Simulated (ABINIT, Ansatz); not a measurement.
## Ge2Sb2Te5 (P-3m1): one start, several treatments of the self-energy

How much does the gap of Ge2Sb2Te5 (P-3m1) depend on the approximation to the self-energy?

Calculated with ABINIT 10.8.3; PBE and many-body steps on it, plane waves.

This is a report of a sequence of runs, with most program output left out.

## 1. The structure

Symmetry: P-3m1, No. 164, trigonal system. The conventional cell has a = 4.294 Å, b = 4.294 Å, c = 17.101 Å, α = 90.00°, β = 90.00°, γ = 120.00°. Nearest to Ge lie 6 Te at 3.00 to 3.04 Å. Nearest to Sb lie 6 Te at 3.01 to 3.20 Å. Te has 6 Ge at 3.04 Å nearest. Nearest to Te lie 3 Ge at 3.00 Å and 3 Sb at 3.20 Å. Nearest to Te lie 3 Sb at 3.01 Å. Farther neighbours and most contacts between anions are not listed.

The cell and positions are those that the Materials Project relaxed with its own functionals (PBE, PBE+U or r2SCAN), kept fixed. Spin-orbit coupling is left out unless a step names it.

## 2. Empty states on the mesh, 3×3×1 mesh, 333 bands

This step: ABINIT 10.8.3; DFT, PBE, plane waves, norm-conserving pseudopotentials.

The sums over transitions need many empty states on a uniform mesh; this step solves for them.

run.abi reads:

```
acell 3*1.0 Angstrom
rprim 
  4.294064424821 -0.000000000005 0.000000000000
  -2.147032212406 3.718768877384 0.000000000000
  0.000000000000 0.000000000000 17.101346000000
ntypat 3
znucl 32 51 52
natom 9
typat 1 1 2 2 3 3 3 3 3
xred 
  0.333333333333 0.666666666667 0.897105000000
  0.666666666667 0.333333333333 0.102895000000
  0.000000000000 0.000000000000 0.679932000000
  0.000000000000 0.000000000000 0.320068000000
  0.000000000000 0.000000000000 0.000000000000
  0.666666666667 0.333333333333 0.798458000000
  0.333333333333 0.666666666667 0.201542000000
  0.333333333333 0.666666666667 0.580108000000
  0.666666666667 0.333333333333 0.419892000000
pp_dirpath "pseudos"
pseudos "Ge.upf, Sb.upf, Te.upf"
ecut 56
ngkpt 3 3 1
nshiftk 1
shiftk 0 0 0
kptopt 1
chksymbreak 0
iscf -2
irdden 1
istwfk *1
nband 333
nbdbuf 30
tolwfr 1e-09
nstep 60
prtvol 0
indata_prefix "in"
outdata_prefix "out"
tmpdata_prefix "tmp"
```

The run is started by

```
$ OMP_NUM_THREADS=1 mpirun -n 3 abinit run.abi > log
```

It took 13 min on 3 MPI ranks of Arm Neoverse V2, shared host; peak memory 1.2 GiB; 39 min of CPU time.

Numbers from this step:

```yaml
gap: 0.2751 eV
k_of_the_valence_top: 0, 0, 0
k_of_the_conduction_bottom: 0, 0, 0
least_direct_gap: 0.2751 eV
k_points_computed: 3
lowest_point_of_the_top_converged_band_above_the_valence_top: 37.28 eV
```

On this mesh the gap is 0.275 eV.

The density comes from a self-consistent run that is not shown.

## 3. Screening, 3×3×1 mesh, 186 bands, screening to 114.3 eV

The RPA dielectric matrix is built and inverted for each q.

This step: RPA screening on PBE, plane waves, norm-conserving pseudopotentials.

Edit run.abi of step 2 so:

```diff
@@ -27,10 +27,11 @@
 chksymbreak 0
-iscf -2
-irdden 1
 istwfk *1
-nband 333
-nbdbuf 30
-tolwfr 1e-09
-nstep 60
-prtvol 0
+occopt 1
+irdwfk 1
+optdriver 3
+nband 186
+ecuteps 4.2
+inclvkb 2
+awtr 1
+symchi 1
 indata_prefix "in"
```

The run is started by

```
$ OMP_NUM_THREADS=1 mpirun -n 4 abinit run.abi > log
```

The job ended after 7.8 min (4 MPI ranks; peak memory 7.3 GiB).

This step gave:

| Item | Value |
| --- | --- |
| ε∞ with local fields, on this mesh, along the program's q direction | 568.0 |
| the same without local fields | 624.6 |
| plasma frequency | 32.56 eV |
| plane waves in the screening matrix | 761 |

Local fields lower ε∞ by 9 %. The value itself is an artefact of the mesh, where one narrow direct gap carries too much weight.

## 4. G0W0, Godby-Needs plasmon pole

The self-energy is evaluated for the states that the input lists, and the levels follow from it, in one-shot runs by the linearised quasiparticle equation.

This step: G0W0 on PBE, plane waves, norm-conserving pseudopotentials.

Edit run.abi of step 3 so:

```diff
@@ -30,8 +30,15 @@
 irdwfk 1
-optdriver 3
+optdriver 4
 nband 186
+gwcalctyp 0
+ecutsigx 56
+symsigma 1
+nkptgw 1
+kptgw 
+  0.0000000000 0.0000000000 0.0000000000
+bdgw 
+  104 107
 ecuteps 4.2
-inclvkb 2
-awtr 1
-symchi 1
+irdscr 1
+ppmodel 1
 indata_prefix "in"
```

Wall time 28 s (4 MPI ranks); peak memory 5.3 GiB; 1.9 min of CPU time.

This step gave:

| Item | Value |
| --- | --- |
| G0W0 gap on the points computed | 0.258 eV |
| starting gap on the mesh | 0.2751 eV |
| k of the valence top | 0, 0, 0 |
| k of the conduction bottom | 0, 0, 0 |
| Z at the valence top | 0.783 |
| Z at the conduction bottom | 0.783 |
| least direct G0W0 gap on the computed points | 0.258 eV |

The gap on the mesh goes from 0.28 eV to 0.26 eV, a correction of −0.02 eV.

## 5. G0W0, Hybertsen-Louie plasmon pole

Edit run.abi of step 4 so:

```diff
@@ -42,3 +42,3 @@
 irdscr 1
-ppmodel 1
+ppmodel 2
 indata_prefix "in"
```

Elapsed: 28 s, on 4 MPI ranks; peak memory 5.3 GiB; 1.9 min of CPU time.

This step gave:

```
G0W0 gap on the points computed              : 0.2160 eV
starting gap on the mesh                     : 0.2751 eV
k of the valence top                         : 0, 0, 0
k of the conduction bottom                   : 0, 0, 0
Z at the valence top                         : 0.872
Z at the conduction bottom                   : 0.872
least direct G0W0 gap on the computed points : 0.2160 eV
```

Against G0W0 in ABINIT (3×3×1 mesh, 186 bands, screening to 114.3 eV, Godby-Needs plasmon pole), the gap moves by −0.042 eV.

## 6. G0W0, Engel-Farid plasmon pole

Edit run.abi of step 5 so:

```diff
@@ -42,3 +42,3 @@
 irdscr 1
-ppmodel 2
+ppmodel 4
 indata_prefix "in"
```

The job ended after 26 s (4 MPI ranks; peak memory 5.3 GiB; 1.7 min of CPU time).

Numbers from this step:

```
G0W0 gap on the points computed              : 0.2900 eV
starting gap on the mesh                     : 0.2751 eV
k of the valence top                         : 0, 0, 0
k of the conduction bottom                   : 0, 0, 0
least direct G0W0 gap on the computed points : 0.2900 eV
```

Against G0W0 in ABINIT (3×3×1 mesh, 186 bands, screening to 114.3 eV, Godby-Needs plasmon pole), the gap moves by +0.032 eV.

## 7. One-shot Hartree-Fock

This step: one-shot Hartree-Fock on PBE, plane waves, norm-conserving pseudopotentials.

Edit run.abi of step 6 so:

```diff
@@ -31,4 +31,4 @@
 optdriver 4
-nband 186
-gwcalctyp 0
+nband 109
+gwcalctyp 5
 ecutsigx 56
@@ -40,5 +40,4 @@
   104 107
-ecuteps 4.2
-irdscr 1
-ppmodel 4
+ixc_sigma 40
+fftgw 31
 indata_prefix "in"
```

Wall time 15 s (4 MPI ranks); peak memory 4.8 GiB.

Numbers from this step:

| Quantity | Value |
| --- | --- |
| quasiparticle gap on the points computed | 4.090 eV |
| starting gap on the mesh | 0.2751 eV |
| k of the valence top | 0, 0, 0 |
| k of the conduction bottom | 0, 0, 0 |
| least direct quasiparticle gap on the computed points | 4.090 eV |

Against G0W0 in ABINIT (3×3×1 mesh, 186 bands, screening to 114.3 eV, Godby-Needs plasmon pole), the gap moves by +3.832 eV.

## 8. The runs together

Times are wall times on 4 MPI ranks of Arm Neoverse V2, shared host, good to a factor of about two. A run's time includes the screening step that it read.

```tsv
run	mesh	bands	screening cutoff (eV)	DFT gap (eV)	gap on the mesh (eV)	direct (eV)	ε∞ used	time
G0W0, Godby-Needs plasmon pole	3×3×1	186	114.3	0.275	0.258	0.258	567.96	8.3 min
G0W0, Hybertsen-Louie plasmon pole	3×3×1	186	114.3	0.275	0.216	0.216	567.96	8.3 min
G0W0, Engel-Farid plasmon pole	3×3×1	186	114.3	0.275	0.290	0.290	567.96	8.3 min
one-shot Hartree-Fock	3×3×1	-	-	0.275	4.090	4.090	-	15 s
```

## 9. Results

- G0W0, Godby-Needs plasmon pole: 0.258 eV
- G0W0, Hybertsen-Louie plasmon pole: 0.216 eV
- G0W0, Engel-Farid plasmon pole: 0.290 eV
- one-shot Hartree-Fock: 4.090 eV
- known limits: not at the basis limit; model gap, bands may invert with spin-orbit coupling; screening runs away on this mesh; no spin-orbit coupling; coarse k mesh

In words: G0W0, Hybertsen-Louie plasmon pole: −0.042 eV against G0W0, Godby-Needs plasmon pole. G0W0, Engel-Farid plasmon pole: +0.032 eV against G0W0, Godby-Needs plasmon pole. One-shot Hartree-Fock: +3.832 eV against G0W0, Godby-Needs plasmon pole. Bare exchange alone opens the gap to 4.09 eV; against G0W0, correlation takes back 3.83 eV. Bands and cutoff are finite, so the gap is not at the basis limit. The miss can reach some tenths of an eV and take either sign; the mesh is an error of its own. In the G0W0 runs levels were corrected at 1 k point alone, so a gap called «on the mesh» is the least over those, and an edge elsewhere would be missed. The 3×3×1 mesh is coarse for this cell, which bears on the long-range parts of exchange and screening. With atoms this heavy and so narrow a gap, spin-orbit coupling can invert the bands. These scalar-relativistic gaps are then model values, not to be set against experiment, and a spin-orbit change taken from DFT can't simply be added. For the PBE start: On this mesh the RPA ε∞ passes 90, more than nearly any semiconductor shows; a coarse mesh does this where one point with a narrow direct gap carries much weight. The screening is then too strong, and the G0W0 gap should not be taken as the material's.

[Paths, hosts, dates, memory and timing lines, banners, echoed tables and standing remarks are left out of the program output.]

[Logs are printed without paths, hosts, clocks, repeated set-up lines and the standing remarks that a program may print on its own settings, such as how far it seeks lower states.]

[Runs of the session that timed out or met a known fault of the program may be left out.]

[Hosts, paths, dates, database ids (printed as entryN), source tags and the programs' standing remarks are cut or masked in the printed files.]

[G0W0 gaps are taken among the corrected bands and points alone; a level outside them can change the order at an edge.]

[Where Ansatz stands beside ABINIT at settings called matched, ABINIT's density can come from a denser mesh and the files from another edition; pairs whose starting gaps differed by over 0.03 eV were left out, so agreement reads better than it is.]
